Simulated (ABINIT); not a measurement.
**SrSiS3 (Pm-3m): from the cell to the phonon bands**

How does SrSiS3 (Pm-3m) vibrate, and is this structure a minimum?

Calculated with ABINIT 10.8.3; DFT PBEsol, scalar-relativistic, plane waves, PseudoDojo norm-conserving pseudopotentials.

The structure was built from a prototype and need not be the compound's stable phase.

## 1. Set-up

The structure is cubic, space group Pm-3m (No. 221). Conventional cell: a = 4.346 Å, b = 4.346 Å, c = 4.346 Å, α = 90.00°, β = 90.00°, γ = 90.00°. Nearest to Sr lie 12 S at 3.07 Å and 8 Si at 3.76 Å. Nearest to Si lie 6 S at 2.17 Å and 8 Sr at 3.76 Å. Nearest to S lie 2 Si at 2.17 Å and 4 Sr at 3.07 Å. Farther neighbours and most contacts between anions are not listed.

Coordinates:

```cif
data_structure
_symmetry_space_group_name_H-M 'P 1'
_symmetry_Int_Tables_number 1
_cell_length_a 4.3456
_cell_length_b 4.3456
_cell_length_c 4.3456
_cell_angle_alpha 90.000
_cell_angle_beta 90.000
_cell_angle_gamma 90.000
_cell_volume 82.06
loop_
_atom_site_label
_atom_site_type_symbol
_atom_site_fract_x
_atom_site_fract_y
_atom_site_fract_z
_atom_site_occupancy
Sr1 Sr 0.00000 0.00000 0.00000 1
Si2 Si 0.50000 0.50000 0.50000 1
S3 S 0.50000 0.50000 0.00000 1
S4 S 0.50000 0.00000 0.50000 1
S5 S 0.00000 0.50000 0.50000 1
```

## 2. A probe with smearing

A first run with smearing and empty bands tells whether the crystal has a gap, which decides between fixed occupations and smearing later on.

File probe.abi:

```
# ground state
tolvrs 1.0d-08
prtden 1
prtwf 1

# basis, mesh and filling
ecut 28.0
ngkpt 4 4 4
nshiftk 1
shiftk 0.0 0.0 0.0
istwfk *1
occopt 7
tsmear 0.005
nband 24
nstep 100
diemac 9.0
prtebands 0
prtgsr 0
useylm 1

# cell and atoms
acell 3*1.0 Angstrom
rprim 
    4.3456 0.0 0.0
    0.0 4.3456 0.0
    0.0 0.0 4.3456
ntypat 3
znucl 38 14 16
natom 5
typat 1 2 3 3 3
xred 
    0.0 0.0 0.0
    0.5 0.5 0.5
    0.5 0.5 0.0
    0.5 0.0 0.5
    0.0 0.5 0.5
pp_dirpath "./pseudo"
pseudos "Sr.upf, Si.upf, S.upf"
```

Launch:

```bash
> OMP_NUM_THREADS=1 mpirun -n 4 abinit probe.abi > probe.log
```

Numbers of over 12 decimals in the logs are rounded to 6 here.

probe.abo, the main output file:

```text
[banners, grids, parts of the stress and lines that vanish by symmetry left out]
- input  file    -> probe.abi
- output file    -> probe.abo
- root for input  files -> probei
[...]
Symmetries : space group Pm -3 m (#221); Bravais cP (primitive cubic)
[...]
mpw =        3952          nfft =       64000          nkpt =          10
[...]
== DATASET  1 ==================================================================
[...]
cutoff_energies: {ecut:  28.0, pawecutdg:  -1.0, }
[...]
ETOT  1  -71.588878405223    -7.159E+01 3.064E-02 5.111E+01
 ETOT  2  -71.624975923848    -3.610E-02 8.125E-03 1.073E+01
 ETOT  3  -71.628772137177    -3.796E-03 4.066E-03 3.799E-01
 ETOT  4  -71.628857773069    -8.564E-05 1.712E-03 8.403E-03
 ETOT  5  -71.628859855726    -2.083E-06 1.126E-03 1.526E-04
 ETOT  6  -71.628859883040    -2.731E-08 4.364E-04 2.022E-06
 ETOT  7  -71.628859883409    -3.688E-10 2.714E-04 7.675E-08
 ETOT  8  -71.628859883420    -1.073E-11 1.389E-04 7.118E-10
 At SCF step    8       vres2   =  7.12E-10 < tolvrs=  1.00E-08 =>converged.
[...]
sigma(1 1)= -6.79423478E-04  sigma(3 2)=  0.00000000E+00
  sigma(2 2)= -6.79423478E-04  sigma(3 1)=  0.00000000E+00
  sigma(3 3)= -6.79423478E-04  sigma(2 1)=  0.00000000E+00
[...]
convergence: {deltae: -1.073E-11, res2:  7.118E-10, residm:  1.389E-04, diffor: null, }
etotal    :  -7.16288599E+01
[...]
sigma(1 1)= -6.79423478E-04  sigma(3 2)=  0.00000000E+00
  sigma(2 2)= -6.79423478E-04  sigma(3 1)=  0.00000000E+00
  sigma(3 3)= -6.79423478E-04  sigma(2 1)=  0.00000000E+00
[...]
- sigma(1 1)= -1.99893289E+01  sigma(3 2)=  0.00000000E+00
- sigma(2 2)= -1.99893289E+01  sigma(3 1)=  0.00000000E+00
- sigma(3 3)= -1.99893289E+01  sigma(2 1)=  0.00000000E+00
[...]
fcart     -0.0000000000E+00 -0.0000000000E+00 -0.0000000000E+00
           strten     -6.7942347799E-04 -6.7942347799E-04 -6.7942347799E-04
================================================================================

[key lines of the parts left out:]
pressure_GPa:   1.9989E+01
```

Elapsed: 12 s, on 4 MPI ranks of Arm Neoverse V1, shared host.

This step gave:

| Property | Result |
| --- | --- |
| volume per atom | 16.41 Å³ |
| pressure | 19.99 GPa |
| gap on the k-mesh | 0 eV |

No gap opens on this mesh, so smearing is kept; the printed pressure holds the stress of the finite basis too.

## 3. Rough relaxation

The typed start is rough, so a first relaxation with smearing and loose thresholds takes it towards rest cheaply.

File prerelax.abi:

```
# relaxation
ionmov 2
optcell 2
dilatmx 1.15
chkdilatmx 0
ntime 40
tolmxf 3.0d-04
tolvrs 1.0d-10
prtwf 0
prtden 0
chksymtnons 0

# basis, mesh and filling
ecut 29.0
ecutsm 3.0
ngkpt 4 4 4
nshiftk 1
shiftk 0.0 0.0 0.0
istwfk *1
occopt 7
tsmear 0.005
nband 24
nstep 100
diemac 1000000.0
prtebands 0
prtgsr 0
useylm 1

# cell and atoms
acell 3*1.0 Angstrom
rprim 
    4.3456 0.0 0.0
    0.0 4.3456 0.0
    0.0 0.0 4.3456
ntypat 3
znucl 38 14 16
natom 5
typat 1 2 3 3 3
xred 
    0.0 0.0 0.0
    0.5 0.5 0.5
    0.5 0.5 0.0
    0.5 0.0 0.5
    0.0 0.5 0.5
pp_dirpath "./pseudo"
pseudos "Sr.upf, Si.upf, S.upf"
```

Launch:

```bash
> OMP_NUM_THREADS=1 mpirun -n 4 abinit prerelax.abi > prerelax.log
```

prerelax.abo, the main output file:

```text
[banners, grids, parts of the stress and lines that vanish by symmetry left out]
- input  file    -> prerelax.abi
- output file    -> prerelax.abo
- root for input  files -> prerelaxi
[...]
Symmetries : space group Pm -3 m (#221); Bravais cP (primitive cubic)
[...]
mpw =        6355          nfft =      110592          nkpt =          10
[...]
== DATASET  1 ==================================================================
[...]
cutoff_energies: {ecut:  29.0, pawecutdg:  -1.0, }
[...]
ETOT  1  -71.589768589156    -7.159E+01 2.561E-02 9.149E+01
 ETOT  2  -71.626287207728    -3.652E-02 1.095E-02 1.177E+01
 ETOT  3  -71.628707640842    -2.420E-03 3.480E-03 4.434E-01
 ETOT  4  -71.628761735410    -5.409E-05 1.688E-03 1.908E-03
 ETOT  5  -71.628761880325    -1.449E-07 7.979E-04 1.608E-04
[...]
At SCF step    9       vres2   =  1.08E-11 < tolvrs=  1.00E-10 =>converged.
[...]
ETOT  8  -71.660651756540    -3.169E-12 2.806E-08 2.049E-12
 At SCF step    8       vres2   =  2.05E-12 < tolvrs=  1.00E-10 =>converged.
[...]
sigma(1 1)= -3.54957471E-07  sigma(3 2)=  0.00000000E+00
  sigma(2 2)= -3.54957471E-07  sigma(3 1)=  0.00000000E+00
  sigma(3 3)= -3.54957471E-07  sigma(2 1)=  0.00000000E+00
[...]
convergence: {deltae: -3.169E-12, res2:  2.049E-12, residm:  2.806E-08, diffor: null, }
etotal    :  -7.16606518E+01
[...]
At Broyd/MD step   5, gradients are converged :
[...]
sigma(1 1)= -3.54957471E-07  sigma(3 2)=  0.00000000E+00
  sigma(2 2)= -3.54957471E-07  sigma(3 1)=  0.00000000E+00
  sigma(3 3)= -3.54957471E-07  sigma(2 1)=  0.00000000E+00
[...]
- sigma(1 1)= -1.04432093E-02  sigma(3 2)=  0.00000000E+00
- sigma(2 2)= -1.04432093E-02  sigma(3 1)=  0.00000000E+00
- sigma(3 3)= -1.04432093E-02  sigma(2 1)=  0.00000000E+00
[...]
fcart     -0.0000000000E+00 -0.0000000000E+00 -0.0000000000E+00
           strten     -3.5495747052E-07 -3.5495747052E-07 -3.5495747052E-07
================================================================================

[key lines of the parts left out:]
pressure_GPa:   1.0443E-02
Total energy (etotal) [Ha]= -7.16606517565404E+01
```

Wall time 78 s (4 MPI ranks).

Relaxation path:

| step | energy less that of the first step (eV) | largest force (eV/Å) | volume (Å³) |
| --- | --- | --- | --- |
| 1 | 0.0000 | 0.0000 | 82.06 |
| 2 | -0.5063 | 0.0000 | 87.23 |
| 3 | -0.8528 | 0.0000 | 95.87 |
| 4 | -0.8674 | 0.0000 | 97.95 |
| 5 | -0.8678 | 0.0000 | 98.32 |

| conventional cell, symmetrised | before | after | change |
| --- | --- | --- | --- |
| a (Å) | 4.346 | 4.615 | +6.2 % |
| b (Å) | 4.346 | 4.615 | +6.2 % |
| c (Å) | 4.346 | 4.615 | +6.2 % |
| volume (Å³/atom) | 16.41 | 19.66 | +19.8 % |

The relaxed structure:

```xyz
5
Lattice="4.6155 0.0000 0.0000 0.0000 4.6155 0.0000 0.0000 0.0000 4.6155" Properties=species:S:1:pos:R:3 pbc="T T T"
Sr    0.0000    0.0000    0.0000
Si    2.3077    2.3077    2.3077
S     2.3077    2.3077    0.0000
S     2.3077    0.0000    2.3077
S     0.0000    2.3077    2.3077
```

Read from the output:

```yaml
volume_per_atom: 19.66 Å³
pressure: 0.01044 GPa
```

The volume changes by +19.8 % in this run and stands +19.8 % from the first cell.

## 4. Rough relaxation

The cell changed much, so the rough relaxation is repeated on a basis made for the new cell.

prerelax.abi, as its differences from that of step 3:

```diff
@@ -31,5 +31,5 @@
 rprim 
-    4.3456 0.0 0.0
-    0.0 4.3456 0.0
-    0.0 0.0 4.3456
+    4.615490377 0.0 0.0
+    0.0 4.615490377 0.0
+    0.0 0.0 4.615490377
 ntypat 3
```

prerelax.abo, the main output file:

```text
[banners, grids, parts of the stress and lines that vanish by symmetry left out]
- input  file    -> prerelax.abi
- output file    -> prerelax.abo
- root for input  files -> prerelaxi
[...]
Symmetries : space group Pm -3 m (#221); Bravais cP (primitive cubic)
[...]
mpw =        7568          nfft =      125000          nkpt =          10
[...]
== DATASET  1 ==================================================================
[...]
cutoff_energies: {ecut:  29.0, pawecutdg:  -1.0, }
[...]
ETOT  1  -71.611756291547    -7.161E+01 3.227E-02 1.509E+02
 ETOT  2  -71.649045244085    -3.729E-02 8.479E-03 5.780E+01
 ETOT  3  -71.660198670557    -1.115E-02 5.164E-03 2.857E+00
 ETOT  4  -71.660650561938    -4.519E-04 1.144E-03 1.491E-02
 ETOT  5  -71.660651058046    -4.961E-07 2.364E-03 5.792E-03
[...]
ETOT  9  -71.660651750904     4.121E-12 9.251E-05 4.307E-10
 ETOT 10  -71.660651750906    -1.705E-12 2.888E-05 4.189E-13
 At SCF step   10       vres2   =  4.19E-13 < tolvrs=  1.00E-10 =>converged.
[...]
sigma(1 1)= -3.54872276E-07  sigma(3 2)=  0.00000000E+00
  sigma(2 2)= -3.54872276E-07  sigma(3 1)=  0.00000000E+00
  sigma(3 3)= -3.54872276E-07  sigma(2 1)=  0.00000000E+00
[...]
convergence: {deltae: -1.705E-12, res2:  4.189E-13, residm:  2.888E-05, diffor: null, }
etotal    :  -7.16606518E+01
[...]
At Broyd/MD step   1, gradients are converged :
[...]
sigma(1 1)= -3.54872276E-07  sigma(3 2)=  0.00000000E+00
  sigma(2 2)= -3.54872276E-07  sigma(3 1)=  0.00000000E+00
  sigma(3 3)= -3.54872276E-07  sigma(2 1)=  0.00000000E+00
[...]
- sigma(1 1)= -1.04407028E-02  sigma(3 2)=  0.00000000E+00
- sigma(2 2)= -1.04407028E-02  sigma(3 1)=  0.00000000E+00
- sigma(3 3)= -1.04407028E-02  sigma(2 1)=  0.00000000E+00
[...]
fcart     -0.0000000000E+00 -0.0000000000E+00 -0.0000000000E+00
           strten     -3.5487227551E-07 -3.5487227551E-07 -3.5487227551E-07
================================================================================

[key lines of the parts left out:]
pressure_GPa:   1.0441E-02
Total energy (etotal) [Ha]= -7.16606517509059E+01
```

Wall time 25 s (4 MPI ranks).

Little changed from the start: no atom moved by 0.005 Å and no cell edge by 0.1 %.

The volume changes by +0.0 % in this run and stands +19.8 % from the first cell.

## 5. Relaxing the cell and atoms

The harmonic expansion needs vanishing forces, and a free crystal bears no stress, so cell and atoms are brought to rest. Stress is more sensitive to the basis than forces are: the last 3 Ha under the cutoff are smoothed with ecutsm, and the cutoff is raised above that of the later runs.

File relax.abi:

```
# relaxation
ionmov 2
optcell 2
dilatmx 1.08
ntime 40
tolmxf 1.0d-05
tolvrs 1.0d-14
prtwf 0
prtden 0
chksymtnons 0

# basis, mesh and filling
ecut 35.0
ecutsm 3.0
ngkpt 6 6 6
nshiftk 1
shiftk 0.0 0.0 0.0
istwfk *1
occopt 7
tsmear 0.01
nband 24
nstep 100
diemac 1000000.0
prtebands 0
prtgsr 0
useylm 1

# cell and atoms
acell 3*1.0 Angstrom
rprim 
    4.61549038 0.0 0.0
    0.0 4.61549038 0.0
    0.0 0.0 4.61549038
ntypat 3
znucl 38 14 16
natom 5
typat 1 2 3 3 3
xred 
    0.0 0.0 0.0
    0.5 0.5 0.5
    0.5 0.5 0.0
    0.5 0.0 0.5
    0.0 0.5 0.5
pp_dirpath "./pseudo"
pseudos "Sr.upf, Si.upf, S.upf"
```

Launch:

```bash
> OMP_NUM_THREADS=1 mpirun -n 4 abinit relax.abi > relax.log
```

relax.abo, the main output file:

```text
[banners, grids, parts of the stress and lines that vanish by symmetry left out]
- input  file    -> relax.abi
- output file    -> relax.abo
- root for input  files -> relaxi
[...]
Symmetries : space group Pm -3 m (#221); Bravais cP (primitive cubic)
[...]
mpw =        8330          nfft =      157464          nkpt =          20
[...]
== DATASET  1 ==================================================================
[...]
cutoff_energies: {ecut:  35.0, pawecutdg:  -1.0, }
[...]
ETOT  1  -71.604064415110    -7.160E+01 3.483E-02 2.120E+02
 ETOT  2  -71.651997615687    -4.793E-02 7.641E-03 6.572E+01
 ETOT  3  -71.661951350868    -9.954E-03 4.621E-03 3.530E-01
 ETOT  4  -71.661986066026    -3.472E-05 2.729E-03 1.755E-02
 ETOT  5  -71.661987054612    -9.886E-07 2.876E-03 1.147E-03
[...]
At SCF step   11       vres2   =  6.05E-15 < tolvrs=  1.00E-14 =>converged.
[...]
sigma(1 1)= -2.65442798E-06  sigma(3 2)=  0.00000000E+00
  sigma(2 2)= -2.65442798E-06  sigma(3 1)=  0.00000000E+00
  sigma(3 3)= -2.65442798E-06  sigma(2 1)=  0.00000000E+00
[...]
convergence: {deltae:  1.535E-12, res2:  6.051E-15, residm:  4.331E-04, diffor: null, }
etotal    :  -7.16619871E+01
[...]
ETOT  1  -71.661987411181    -7.166E+01 2.246E-04 7.640E-04
[...]
At SCF step    8       vres2   =  7.80E-15 < tolvrs=  1.00E-14 =>converged.
[...]
sigma(1 1)= -2.03992260E-06  sigma(3 2)=  0.00000000E+00
  sigma(2 2)= -2.03992260E-06  sigma(3 1)=  0.00000000E+00
  sigma(3 3)= -2.03992260E-06  sigma(2 1)=  0.00000000E+00
[...]
convergence: {deltae:  2.757E-12, res2:  7.796E-15, residm:  8.771E-06, diffor: null, }
etotal    :  -7.16619875E+01
[...]
ETOT  1  -71.661987275900    -7.166E+01 8.663E-06 8.440E-03
[...]
ETOT  8  -71.661988015471     1.947E-12 6.393E-06 9.601E-14
 ETOT  9  -71.661988015472    -8.527E-13 3.582E-06 3.085E-15
 At SCF step    9       vres2   =  3.08E-15 < tolvrs=  1.00E-14 =>converged.
[...]
sigma(1 1)= -2.91081338E-09  sigma(3 2)=  0.00000000E+00
  sigma(2 2)= -2.91081338E-09  sigma(3 1)=  0.00000000E+00
  sigma(3 3)= -2.91081338E-09  sigma(2 1)=  0.00000000E+00
[...]
convergence: {deltae: -8.527E-13, res2:  3.085E-15, residm:  3.582E-06, diffor: null, }
etotal    :  -7.16619880E+01
[...]
At Broyd/MD step   3, gradients are converged :
[...]
sigma(1 1)= -2.91081338E-09  sigma(3 2)=  0.00000000E+00
  sigma(2 2)= -2.91081338E-09  sigma(3 1)=  0.00000000E+00
  sigma(3 3)= -2.91081338E-09  sigma(2 1)=  0.00000000E+00
[...]
- sigma(1 1)= -8.56390864E-05  sigma(3 2)=  0.00000000E+00
- sigma(2 2)= -8.56390864E-05  sigma(3 1)=  0.00000000E+00
- sigma(3 3)= -8.56390864E-05  sigma(2 1)=  0.00000000E+00
[...]
fcart     -0.0000000000E+00 -0.0000000000E+00 -0.0000000000E+00
           strten     -2.9108133824E-09 -2.9108133842E-09 -2.9108133842E-09
================================================================================

[key lines of the parts left out:]
pressure_GPa:   8.5639E-05
Total energy (etotal) [Ha]= -7.16619880154718E+01
```

Run time: 2 min. Hardware: 4 MPI ranks.

Little changed from the start: no atom moved by 0.005 Å and no cell edge by 0.1 %.

Numbers from this step:

* volume per atom: 19.68 Å³
* pressure: 8.56e-5 GPa

The volume changes by +0.1 % in this run and stands +19.9 % from the first cell.

## 6. Self-consistent run for the response

The response is built on these wavefunctions, so the potential is converged far more tightly than an energy would need. Smearing stays on, as the first look found no gap above 0.3 eV.

File gs.abi:

```
# ground state
tolvrs 1.0d-16
prtden 1
prtwf 1

# basis, mesh and filling
ecut 28.0
ngkpt 6 6 6
nshiftk 1
shiftk 0.0 0.0 0.0
istwfk *1
occopt 7
tsmear 0.01
nband 24
nstep 100
diemac 1000000.0
prtebands 0
prtgsr 0
useylm 1

# cell and atoms
acell 3*1.0 Angstrom
rprim 
    4.617079295 0.0 0.0
    0.0 4.617079295 0.0
    0.0 0.0 4.617079295
ntypat 3
znucl 38 14 16
natom 5
typat 1 2 3 3 3
xred 
    0.0 0.0 0.0
    0.5 0.5 0.5
    0.5 0.5 0.0
    0.5 0.0 0.5
    0.0 0.5 0.5
pp_dirpath "./pseudo"
pseudos "Sr.upf, Si.upf, S.upf"
```

Launch:

```bash
> OMP_NUM_THREADS=1 mpirun -n 4 abinit gs.abi > gs.log
```

gs.abo, the main output file:

```text
[banners, grids, parts of the stress and lines that vanish by symmetry left out]
- input  file    -> gs.abi
- output file    -> gs.abo
- root for input  files -> gsi
[...]
Symmetries : space group Pm -3 m (#221); Bravais cP (primitive cubic)
[...]
mpw =        4726          nfft =       91125          nkpt =          20
[...]
== DATASET  1 ==================================================================
[...]
cutoff_energies: {ecut:  28.0, pawecutdg:  -1.0, }
[...]
ETOT  1  -71.607677110710    -7.161E+01 3.344E-02 1.222E+02
 ETOT  2  -71.651924716424    -4.425E-02 7.126E-03 3.708E+01
 ETOT  3  -71.661607232337    -9.683E-03 5.065E-03 1.978E-01
 ETOT  4  -71.661642186872    -3.495E-05 1.459E-03 1.061E-02
 ETOT  5  -71.661643223301    -1.036E-06 3.784E-03 7.177E-04
[...]
ETOT 12  -71.661643279960     1.705E-13 2.610E-04 2.460E-16
 ETOT 13  -71.661643279960     5.684E-14 4.642E-04 1.576E-18
 At SCF step   13       vres2   =  1.58E-18 < tolvrs=  1.00E-16 =>converged.
[...]
sigma(1 1)=  5.48686650E-06  sigma(3 2)=  0.00000000E+00
  sigma(2 2)=  5.48686650E-06  sigma(3 1)=  0.00000000E+00
  sigma(3 3)=  5.48686650E-06  sigma(2 1)=  0.00000000E+00
[...]
convergence: {deltae:  5.684E-14, res2:  1.576E-18, residm:  4.642E-04, diffor: null, }
etotal    :  -7.16616433E+01
[...]
sigma(1 1)=  5.48686650E-06  sigma(3 2)=  0.00000000E+00
  sigma(2 2)=  5.48686650E-06  sigma(3 1)=  0.00000000E+00
  sigma(3 3)=  5.48686650E-06  sigma(2 1)=  0.00000000E+00
[...]
- sigma(1 1)=  1.61429186E-01  sigma(3 2)=  0.00000000E+00
- sigma(2 2)=  1.61429186E-01  sigma(3 1)=  0.00000000E+00
- sigma(3 3)=  1.61429186E-01  sigma(2 1)=  0.00000000E+00
[...]
fcart     -0.0000000000E+00 -0.0000000000E+00 -0.0000000000E+00
           strten      5.4868664991E-06  5.4868664991E-06  5.4868664991E-06
================================================================================

[key lines of the parts left out:]
pressure_GPa:  -1.6143E-01
```

Elapsed: 33 s, on 4 MPI ranks; 2.2 min of CPU time.

This step gave:

* pressure: -0.1614 GPa

The cell stands at -0.16 GPa: the relaxation ran with a smoothed and higher cutoff, and the difference is a stress of the finite basis.

[end of part 1 of 5]

[Host names and launcher messages were left out of these logs when they were recorded.]

[Logs are printed without paths, hosts, clocks, repeated set-up lines and the standing remarks that a program may print on its own settings, such as how far it seeks lower states.]

[Hosts, paths, dates, database ids (printed as entryN), source tags and the programs' standing remarks are cut or masked in the printed files.]
